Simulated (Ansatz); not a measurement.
G0W0 rungs for Al2O3 (Corundum).

It takes space group R-3c (No. 167, trigonal). Conventional cell: a = 4.760 Å, b = 4.760 Å, c = 12.996 Å, α = 90.00°, β = 90.00°, γ = 120.00°. Al has 6 O at 1.85 to 1.97 Å nearest. Nearest to O lie 4 Al at 1.85 to 1.97 Å. Farther neighbours and most contacts between anions are not listed.

```cif
data_structure
_symmetry_space_group_name_H-M 'P 1'
_symmetry_Int_Tables_number 1
_cell_length_a 5.1302
_cell_length_b 5.1302
_cell_length_c 5.1302
_cell_angle_alpha 55.287
_cell_angle_beta 55.287
_cell_angle_gamma 55.287
_cell_volume 85.02
loop_
_atom_site_label
_atom_site_type_symbol
_atom_site_fract_x
_atom_site_fract_y
_atom_site_fract_z
_atom_site_occupancy
Al1 Al 0.35216 0.35216 0.35216 1
Al2 Al 0.14784 0.14784 0.14784 1
Al3 Al 0.64784 0.64784 0.64784 1
Al4 Al 0.85216 0.85216 0.85216 1
O5 O 0.55668 0.94332 0.25000 1
O6 O 0.25000 0.55668 0.94332 1
O7 O 0.94332 0.25000 0.55668 1
O8 O 0.44332 0.05668 0.75000 1
O9 O 0.75000 0.44332 0.05668 1
O10 O 0.05668 0.75000 0.44332 1
```

The cell and positions come from the Crystallography Open Database and are kept as given unless a step says otherwise.

Runs so far (Ansatz 0.2.0, start PBE, hard PAW files, 4×4×4 mesh). Times are wall times on 1 × NVIDIA H100 80GB HBM3 (shared by 3 runs) with 4 threads of AMD EPYC 7R13 (Zen 3), shared host, good to a factor of about two.

| bands summed | cutoff (eV) | gap on the mesh (eV) | time |
| --- | --- | --- | --- |
| 262 | 110 | 8.709 | 18 s |
| 545 | 190 | 8.936 | 39 s |
| 896 | 270 | 9.028 | 69 s |

Question: What should the next rung give, with 1470 bands and screening to 380 eV, and where is the limit?

The error falls about as one over the bands when the cutoff rises with them. A line through the two highest rungs given predicts 9.084 eV; the run gave 9.079 eV, close to it. The two highest rungs put the limit near 9.158 eV, the pair below near 9.172 eV; their difference is a rough measure of what is unsettled in bands and cutoff; the mesh is a separate error.

Gaps are over the mesh's points; an edge off the mesh would be missed. Limits: not at the basis limit.

[Paths, hosts, dates, memory and timing lines, banners, echoed tables and standing remarks are left out of the program output.]

[Logs are printed without paths, hosts, clocks, repeated set-up lines and the standing remarks that a program may print on its own settings, such as how far it seeks lower states.]

[Runs of the session that timed out or met a known fault of the program may be left out.]

[Cells called generated may have been cut or substituted from an entry of the Crystallography Open Database or the Materials Project.]

[Hosts, paths, dates, database ids (printed as entryN), source tags and the programs' standing remarks are cut or masked in the printed files.]
